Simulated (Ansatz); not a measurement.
# Sensitivity of the G0W0 gap of MgH2 (P4_2/mnm)

A base run on MgH2 (P4_2/mnm), then changed inputs.

Calculated with Ansatz 0.2.0; G0W0 on PBE, plane waves, PAW; PAW set soft_1.

## (1) Set-up

It takes space group P4_2/mnm (No. 136, tetragonal). Conventional cell: a = 4.517 Å, b = 4.517 Å, c = 3.021 Å, α = 90.00°, β = 90.00°, γ = 90.00°. Mg has 6 H at 1.95 Å nearest. H has 3 Mg at 1.95 Å nearest. Farther neighbours are not listed.

The cell and positions come from the Crystallography Open Database and are kept as given unless a step says otherwise.

## (2) The base run: 4×4×4 mesh, 139 empty bands, screening to 100 eV, PAW set soft_1 files

G0W0 replaces the xc potential by the self-energy, built once from these orbitals. Only a window of levels is corrected, while the sums run over the empty bands that the input names. This step takes PAW set soft_1 files.

input.yaml reads:

```yaml
crystal:
  lattice:
    - [4.5168, 0.0, 0.0]
    - [0.0, 4.5168, 0.0]
    - [0.0, 0.0, 3.0205]
  atoms:
    - { symbol: Mg, position: [0.0, 0.0, 0.0] }
    - { symbol: Mg, position: [0.5, 0.5, 0.5] }
    - { symbol: H, position: [0.306, 0.306, 0.0] }
    - { symbol: H, position: [0.194, 0.806, 0.5] }
    - { symbol: H, position: [0.694, 0.694, 0.0] }
    - { symbol: H, position: [0.806, 0.194, 0.5] }
kpoints:
  mp_grid: { grid: [4, 4, 4] }
hamiltonian:
  xc: pbe
  pseudopotentials: { kind: paw, azcp: { folder: soft_1 } }
scf:
  occupations: { method: fixed }
gw:
  n_empty_bands: 139
  ecut_chi: 100
  qp_bands: [v2, c2]
  qp_kpoints: band_edges
  screening: { model: contour_deformation }
```

The run is started by

```bash
> ansatz run input.yaml --threads 2 --pin off --max-ram 92160MiB --backend cuda --events-out ev --progress --plain --runs-dir out --devices 1 --max-vram 13GiB
```

Numbers of over 12 decimals in the logs are rounded to 6 here.

The log of the run:

```text
GPUs: using 1 of 1 available (devices: 1).
Engine: ansatz 0.2.0, x86_64-unknown-linux-gnu
Pseudopotentials: kind: paw
Pseudopotential: Mg, paw, valence charge 10, recommended cutoff 420 eV (normal), soft_1/Mg.paw.azcp
Pseudopotential: H, paw, valence charge 1, recommended cutoff 420 eV (normal), soft_1/H.paw.azcp
Functional definition: PBE
  parameter kappa = 0.804
  parameter beta = 0.066725
  exchange = pbe_x(kappa = kappa, mu = beta*pi^2/3)
  correlation = pbe_c(beta = beta)
device memory: the entry about to start is reckoned to put 0.6 GiB on a device that reports 32.3 GiB free (of which the cap on the GPU budget leaves the run 13.0 GiB)
GPU FFT provider: cuFFT
GPU libraries: cuBLAS 13.8.2, cuFFT 12.4.0, cuSOLVER 12.3.4
Crystal: 6 atoms, lattice volume = 61.623 Å³
Basis set: ecut = 420 eV, 1195 PW (Γ)
Bands: 18, of which v1, the nominal top of the filled ones, is band 12 counted from 1 (11 counted from 0)
Symmetry: 16 space group operations
Space group: P42/mnm (ITA 136), of the structure as read, at distance tolerance 3.9e-5 Å
k-points: 18 of 64
Non-local potential: Mg, projectors of the file, l = 0: 3, l = 1: 2, l = 2: 1
Non-local potential: H, projectors of the file, l = 0: 2, l = 1: 1
PAW form: soft (Blöchl's): semilocal exchange-correlation on the pseudo side does not see the compensation charge
PAW one-centre angular grid: Mg, 110 points (default); XC on 64 Gauss nodes
PAW one-centre angular grid: H, 110 points (default); XC on 64 Gauss nodes
Initial density: superposition of atomic densities (chi_scale 0.1, normalization cell, long waves kept (reshape's long-wave potential 0.00 eV rms))
Initial wavefunctions: pseudopotential atomic-orbital guess
GPU buffer pool allocated for 24576 grid points (all kernels)
GPU transforms: local potential and band sums: pruned to the plane-wave sphere, on 32×32×24
Functional: x = pbe(κ = 0.804, μ = 0.219515), c = pbe(β = 0.066725)
SCF iter   1: F=—  HF=-3913.214379 eV  |F-HF|=—  |Δ(HF+E_count)|=         —  Δρ=7.79e-2  dr2=3.29e0  ethr=3.10e-3  ⟨swp⟩=4.7  Hψ=1430  notcnv=0  defer=46
preconditioner: auto → none  [insulator: Δε(μ)=4.772 eV  Ē_g=10.553 eV  n_scr=10 (ndim 8)  ℏωp=13.4 eV  f_vac=0.000  ε∞_Penn≈2.6]
SCF iter   2: F=—  HF=-3912.268670 eV  |F-HF|=—  |Δ(HF+E_count)|=   9.46e-1  Δρ=2.51e-2  dr2=3.70e-1  ethr=3.10e-3  ⟨swp⟩=2.0  Hψ=590  notcnv=0  defer=56
SCF iter   3: F=—  HF=-3912.181049 eV  |F-HF|=—  |Δ(HF+E_count)|=   8.76e-2  Δρ=2.46e-3  dr2=1.40e-3  ethr=1.54e-3  ⟨swp⟩=2.0  Hψ=398  notcnv=0  defer=70
SCF iter   4: F=—  HF=-3912.183444 eV  |F-HF|=—  |Δ(HF+E_count)|=   2.40e-3  Δρ=3.67e-4  dr2=3.64e-5  ethr=5.85e-6  ⟨swp⟩=2.1  Hψ=398  notcnv=0  defer=72
[...]
E_xc         = -89.823448
  E_vxc        = -115.918097  (∫ρ·V_xc dr)
  E_paw        = -604.553426  (= ΣΔE_a)
  E_vpaw       = -90.314241  (= ΣTr[D̂ρ^β])
  E_aug_tail   = -0.005116  (compensation charges beyond the density's cutoff)
  E_ewald      = -1419.135044
  E_smearing   = -0.000000  (= −TS)
  E_closure    = -0.000000  (closes the sum)
  Σ components = -3912.183520   (vs F -3912.183520, Δ=0.00e0)
--- Band table (eV; the first three rows and the last of 18) ---
  k-point 0: bands = [... 8 lower, -4.6509, 0.3370, 0.3370, 1.2698, 6.5045, 6.8515, 10.8805, 10.8805, ... 2 higher]
  k-point 1: bands = [... 8 lower, -3.7296, 0.9089, 0.9089, 1.0535, 6.8958, 7.5295, 9.3479, 10.7221, ... 2 higher]
  k-point 2: bands = [... 8 lower, -1.2478, -1.2478, 1.6895, 1.6895, 8.0068, 8.0068, 8.5618, 8.5618, ... 2 higher]
  k-point 17: bands = [... 8 lower, -0.1318, -0.1318, 0.8360, 0.8360, 5.6151, 5.6151, 5.9435, 5.9435, ... 2 higher]
--- G₀W₀: contour deformation, 6 samples at zero and on the imaginary axis and 1 off it, 64 q-points, 139 empty bands' worth ---
  eigenvalues of the whole cell's RPA ε∞ on this k-mesh (on a slab, of 1 + 4πα/V) = 3.6496, 3.6551, 3.6551; static W/v taken at q = 0 is 0.273790
  bands read: the sum over 151 bands ends inside a degenerate multiplet in 11 slots, whose members it reads at an even weight; the widest, k=2: bands 151 to 152 (counted from 1) at 1/2 each
  gw.qp_kpoints: band_edges: 12 of 18 stored k-points solved, in 1 pass; an edge of the gap read off the rows below is read off those points alone
    valence top: of the k-points left out ik 1 came nearest to being solved in a further pass, in band 12 (counted from 1, as in the quasiparticle table): it holds the edge there only if its correction is more favourable than any solved in that band by at least 0.592 eV; those differ by 0.152 eV
    conduction bottom: of the k-points left out ik 1 came nearest to being solved in a further pass, in band 13 (counted from 1, as in the quasiparticle table): it holds the edge there only if its correction is more favourable than any solved in that band by at least 1.024 eV; those differ by 0.387 eV
    ik  band        ε_KS         Σx   Σc(E_QP)       V_xc       Z   E_QP_lin       E_QP  E_QP is
     0    11      0.3370   -15.4032     2.7332   -11.2530  0.7528    -1.1184    -1.0799  root
     0    12      1.2698   -15.0576     2.2097   -11.6033  0.7651     0.0014     0.0252  root
     0    13      6.5045    -2.9099    -3.5308    -6.8207  0.8187     6.8860     6.8844  root
     0    14      6.8515    -5.9855    -3.6054   -10.2560  0.8022     7.5215     7.5166  root
     2    11      1.6895   -15.4255     2.3306   -11.7602  0.7661     0.3282     0.3548  root
     2    12      1.6895   -15.4255     2.3306   -11.7602  0.7661     0.3282     0.3548  root
     2    13      8.0068    -5.6087    -4.0777   -10.4537  0.7955     8.7824     8.7740  root
     2    14      8.0068    -5.6087    -4.0777   -10.4537  0.7955     8.7824     8.7740  root
[...]
17    11      0.8360   -15.0747     2.5608   -11.1172  0.7591    -0.5943    -0.5606  root
    17    12      0.8360   -15.0747     2.5608   -11.1172  0.7591    -0.5943    -0.5606  root
    17    13      5.6151    -5.2607    -3.6244    -9.5221  0.8108     6.2563     6.2520  root
    17    14      5.6151    -5.2607    -3.6244    -9.5221  0.8108     6.2563     6.2520  root
[key lines of the parts left out:]
SCF converged after 6 iterations
Free energy (F): -3912.183520 eV
Fermi energy:    1.709112 eV
```

Run time: 12 s. Hardware: 1 × NVIDIA H100 80GB HBM3 (shared by 6 runs) with 2 threads of AMD EPYC 7R13 (Zen 3), shared host; peak memory 1.1 GiB.

Numbers from this step:

- bands summed: 151
- RPA ε∞ on this mesh (eigenvalues): 3.650, 3.655, 3.655
- plane waves in the screening matrix: 145
- q-points in the mesh: 64
- G0W0 gap on the mesh: 5.851 eV
- k of the valence top: 0, 0.25, 0
- k of the conduction bottom: -0.5, -0.5, -0.5
- starting gap on the mesh: 3.906 eV
- Z at the valence top: 0.7676
- Z at the conduction bottom: 0.8108
- least direct G0W0 gap on the computed points: 6.651 eV

The gap on the mesh goes from 3.91 eV to 5.85 eV, a correction of +1.95 eV. Between the two edge states, bare exchange in place of the xc potential would open the gap by 7.82 eV, and correlation takes back 5.87 eV.

## (3) Variant: potentials

Other atomic data (norm-conserving) test the pseudisation: the cutoff goes from 420 to 1142.88 eV, with the same valence electrons.

This step: G0W0 on PBE, plane waves, norm-conserving pseudopotentials.

Changes to input.yaml since step 2:

```diff
@@ -16,3 +16,3 @@
   xc: pbe
-  pseudopotentials: { kind: paw, azcp: { folder: soft_1 } }
+  pseudopotentials: { kind: nc }
 scf:
```

The log of the run:

```text
GPUs: using 1 of 1 available (devices: 1).
[...]
GPU FFT provider: cuFFT
GPU libraries: cuBLAS 13.8.2, cuFFT 12.4.0, cuSOLVER 12.3.4
Crystal: 6 atoms, lattice volume = 61.623 Å³
Basis set: ecut = 1142.878222 eV, 5425 PW (Γ)
Bands: 18, of which v1, the nominal top of the filled ones, is band 12 counted from 1 (11 counted from 0)
Symmetry: 16 space group operations
[...]
k-points: 18 of 64
[...]
GPU buffer pool allocated for 90000 grid points (all kernels)
[...]
SCF iter   1: F=—  HF=-3298.149726 eV  |F-HF|=—  |Δ(HF+E_count)|=         —  Δρ=7.93e-2  dr2=3.32e0  ethr=3.10e-3  ⟨swp⟩=4.7  Hψ=1458  notcnv=0  defer=69
[...]
SCF iter   6: F=-3297.069025 eV  HF=-3297.069025 eV  |F-HF|=1.52e-8  |Δ(HF+E_count)|=   1.30e-7  Δρ=1.18e-5  dr2=2.38e-8  ethr=4.17e-10  ⟨swp⟩=10.6  Hψ=1778  notcnv=0
SCF 1 converged in 6 iterations: F = -3297.069025 eV  dr2 = 2.38e-8
[...]
0    11      0.3266   -15.4030     2.7319   -11.2571  0.7530    -1.1258    -1.0874  root
     0    12      1.2586   -15.0590     2.2049   -11.6083  0.7652    -0.0112     0.0127  root
     0    13      6.4961    -2.9098    -3.5351    -6.8216  0.8188     6.8743     6.8728  root
     0    14      6.8401    -5.9686    -3.6146   -10.2355  0.8024     7.4972     7.4925  root
     2    11      1.6804   -15.4251     2.3288   -11.7630  0.7662     0.3206     0.3471  root
     2    12      1.6804   -15.4251     2.3288   -11.7630  0.7662     0.3206     0.3471  root
     2    13      7.9936    -5.5827    -4.0900   -10.4297  0.7957     8.7588     8.7506  root
     2    14      7.9936    -5.5827    -4.0900   -10.4297  0.7957     8.7588     8.7506  root
[...]
17    11      0.8267   -15.0738     2.5592   -11.1194  0.7593    -0.6021    -0.5685  root
    17    12      0.8267   -15.0738     2.5592   -11.1194  0.7593    -0.6021    -0.5685  root
    17    13      5.5989    -5.2496    -3.6361    -9.5137  0.8110     6.2310     6.2269  root
    17    14      5.5989    -5.2496    -3.6361    -9.5137  0.8110     6.2310     6.2269  root
[key lines of the parts left out:]
SCF converged after 6 iterations
Free energy (F): -3297.069025 eV
Fermi energy:    1.699623 eV
```

The job ended after 14 s (1 × NVIDIA H100 80GB HBM3 (shared by 6 runs) with 2 threads; peak memory 1.3 GiB; 19 s of CPU time).

The G0W0 gap on the mesh is 5.835 eV.

Against the base:

```tsv
setting	base	variant
files	PAW set soft_1	norm-conserving
```

```tsv
quantity	variant	base
starting gap on the mesh	3.899	3.906
G0W0 gap on the mesh	5.835	5.851
least direct G0W0 gap on the computed points	6.638	6.651
Z at the valence top	0.768	0.768
Z at the conduction bottom	0.811	0.811
```

## (4) Variant: potentials

This step: G0W0 on PBE, plane waves, PAW.

Changes to input.yaml since step 3:

```diff
@@ -16,3 +16,3 @@
   xc: pbe
-  pseudopotentials: { kind: nc }
+  pseudopotentials: { kind: paw, source: ansatz }
 scf:
```

The log of the run:

```text
GPUs: using 1 of 1 available (devices: 1).
[...]
GPU FFT provider: cuFFT
GPU libraries: cuBLAS 13.8.2, cuFFT 12.4.0, cuSOLVER 12.3.4
Crystal: 6 atoms, lattice volume = 61.623 Å³
Basis set: ecut = 800 eV, 3153 PW (Γ)
Bands: 18, of which v1, the nominal top of the filled ones, is band 12 counted from 1 (11 counted from 0)
Symmetry: 16 space group operations
[...]
k-points: 18 of 64
[...]
GPU buffer pool allocated for 60750 grid points (all kernels)
[...]
SCF iter   1: F=—  HF=-3913.311642 eV  |F-HF|=—  |Δ(HF+E_count)|=         —  Δρ=7.92e-2  dr2=3.31e0  ethr=3.10e-3  ⟨swp⟩=3.9  Hψ=1447  notcnv=0  defer=62
[...]
SCF iter   6: F=-3912.249171 eV  HF=-3912.249171 eV  |F-HF|=6.58e-9  |Δ(HF+E_count)|=   2.52e-7  Δρ=3.09e-6  dr2=4.76e-9  ethr=4.17e-10  ⟨swp⟩=8.4  Hψ=1455  notcnv=0
SCF 1 converged in 6 iterations: F = -3912.249171 eV  dr2 = 4.76e-9
[...]
0    11      0.3388   -15.4025     2.7319   -11.2564  0.7528    -1.1137    -1.0754  root
     0    12      1.2694   -15.0608     2.2087   -11.6092  0.7651     0.0028     0.0266  root
     0    13      6.5058    -2.9094    -3.5321    -6.8211  0.8187     6.8869     6.8853  root
     0    14      6.8520    -5.9677    -3.6037   -10.2356  0.8023     7.5210     7.5161  root
     2    11      1.6911   -15.4257     2.3293   -11.7629  0.7661     0.3311     0.3576  root
     2    12      1.6911   -15.4257     2.3293   -11.7629  0.7661     0.3311     0.3576  root
     2    13      8.0077    -5.5877    -4.0769   -10.4357  0.7956     8.7872     8.7787  root
     2    14      8.0077    -5.5877    -4.0769   -10.4357  0.7956     8.7872     8.7787  root
[...]
17    11      0.8375   -15.0743     2.5597   -11.1193  0.7591    -0.5915    -0.5578  root
    17    12      0.8375   -15.0743     2.5597   -11.1193  0.7591    -0.5915    -0.5578  root
    17    13      5.6125    -5.2516    -3.6239    -9.5169  0.8109     6.2583     6.2539  root
    17    14      5.6125    -5.2516    -3.6239    -9.5169  0.8109     6.2583     6.2539  root
[key lines of the parts left out:]
SCF converged after 6 iterations
Free energy (F): -3912.249171 eV
Fermi energy:    1.710286 eV
```

Elapsed: 24 s, on 1 × NVIDIA H100 80GB HBM3 (shared by 6 runs) with 2 threads; peak memory 1.2 GiB; 36 s of CPU time.

The G0W0 gap on the mesh is 5.850 eV.

Against the base:

```tsv
setting	base	variant
files	PAW set soft_1	hard PAW
```

```tsv
quantity	variant	base
starting gap on the mesh	3.902	3.906
G0W0 gap on the mesh	5.850	5.851
least direct G0W0 gap on the computed points	6.651	6.651
Z at the valence top	0.768	0.768
Z at the conduction bottom	0.811	0.811
```

## (5) Variant: frequency model

A plasmon pole stands in for the full frequency dependence of the screening; this run shows what that costs in accuracy.

This step: G0W0 on PBE, plane waves, PAW; PAW set soft_1.

Changes to input.yaml since step 4:

```diff
@@ -16,3 +16,3 @@
   xc: pbe
-  pseudopotentials: { kind: paw, source: ansatz }
+  pseudopotentials: { kind: paw, azcp: { folder: soft_1 } }
 scf:
@@ -24,2 +24,2 @@
   qp_kpoints: band_edges
-  screening: { model: contour_deformation }
+  screening: { model: godby_needs }
```

The log of the run:

```text
GPUs: using 1 of 1 available (devices: 1).
[...]
GPU FFT provider: cuFFT
GPU libraries: cuBLAS 13.8.2, cuFFT 12.4.0, cuSOLVER 12.3.4
Crystal: 6 atoms, lattice volume = 61.623 Å³
Basis set: ecut = 420 eV, 1195 PW (Γ)
Bands: 18, of which v1, the nominal top of the filled ones, is band 12 counted from 1 (11 counted from 0)
Symmetry: 16 space group operations
[...]
k-points: 18 of 64
[...]
GPU buffer pool allocated for 24576 grid points (all kernels)
[...]
SCF iter   1: F=—  HF=-3913.214379 eV  |F-HF|=—  |Δ(HF+E_count)|=         —  Δρ=7.79e-2  dr2=3.29e0  ethr=3.10e-3  ⟨swp⟩=4.7  Hψ=1430  notcnv=0  defer=46
[...]
SCF iter   6: F=-3912.183520 eV  HF=-3912.183520 eV  |F-HF|=2.00e-11  |Δ(HF+E_count)|=   2.84e-7  Δρ=1.63e-6  dr2=8.72e-10  ethr=4.17e-10  ⟨swp⟩=8.2  Hψ=1519  notcnv=0
SCF 1 converged in 6 iterations: F = -3912.183520 eV  dr2 = 8.72e-10
[...]
0    11      0.3370   -15.4032     2.6769   -11.2530  0.7725    -1.1622    -1.1363  root
     0    12      1.2698   -15.0576     2.1908   -11.6033  0.7789    -0.0102     0.0064  root
     0    13      6.5045    -2.9099    -3.5442    -6.8207  0.8268     6.8720     6.8710  root
     0    14      6.8515    -5.9855    -3.5964   -10.2560  0.8118     7.5290     7.5256  root
     2    11      1.6895   -15.4255     2.3108   -11.7602  0.7793     0.3172     0.3350  root
     2    12      1.6895   -15.4255     2.3108   -11.7602  0.7793     0.3172     0.3350  root
     2    13      8.0068    -5.6087    -4.0594   -10.4537  0.8086     8.7977     8.7924  root
     2    14      8.0068    -5.6087    -4.0594   -10.4537  0.8086     8.7977     8.7924  root
[...]
17    11      0.8360   -15.0747     2.5193   -11.1172  0.7758    -0.6248    -0.6021  root
    17    12      0.8360   -15.0747     2.5193   -11.1172  0.7758    -0.6248    -0.6021  root
    17    13      5.6151    -5.2607    -3.6274    -9.5221  0.8188     6.2521     6.2491  root
    17    14      5.6151    -5.2607    -3.6274    -9.5221  0.8188     6.2521     6.2491  root
[key lines of the parts left out:]
SCF converged after 6 iterations
Free energy (F): -3912.183520 eV
Fermi energy:    1.709112 eV
```

Run time: 14 s. Hardware: 1 × NVIDIA H100 80GB HBM3 (shared by 6 runs) with 2 threads; peak memory 1.1 GiB; 19 s of CPU time.

The G0W0 gap on the mesh is 5.865 eV.

Against the base:

```tsv
setting	base	variant
frequency model	contour deformation	plasmon pole
```

```tsv
quantity	variant	base
starting gap on the mesh	3.906	3.906
G0W0 gap on the mesh	5.865	5.851
least direct G0W0 gap on the computed points	6.680	6.651
Z at the valence top	0.780	0.768
Z at the conduction bottom	0.819	0.811
```

## (6) Summary of results

| Property | Result |
| --- | --- |
| base | 5.85 eV, 12 s |
| potentials | 5.83 eV, 14 s |
| potentials | 5.85 eV, 24 s |
| frequency model | 5.86 eV, 14 s |

Potentials: the gap moves by −0.02 eV (the plane-wave cutoff goes from 420 to 1142.88 eV). Potentials: the gap moves by −0.001 eV and the time by a factor of 2.1 (the plane-wave cutoff goes from 420 to 800 eV). Frequency model: the gap moves by +0.01 eV. All runs here use a coarse mesh and modest cutoffs; they test settings and are not final values. The 4×4×4 mesh is coarse for this cell (its supercell is 12 Å along the shortest edge). The RPA ε∞ on it, from the PBE start, is 3.65 and 3.66; such meshes misread the long-range screening, most where the gap is narrow.

[Paths, hosts, dates, memory and timing lines, banners, echoed tables and standing remarks are left out of the program output.]

[Logs are printed without paths, hosts, clocks, repeated set-up lines and the standing remarks that a program may print on its own settings, such as how far it seeks lower states.]

[Runs of the session that timed out or met a known fault of the program may be left out.]

[Cells called generated may have been cut or substituted from an entry of the Crystallography Open Database or the Materials Project.]

[Hosts, paths, dates, database ids (printed as entryN), source tags and the programs' standing remarks are cut or masked in the printed files.]
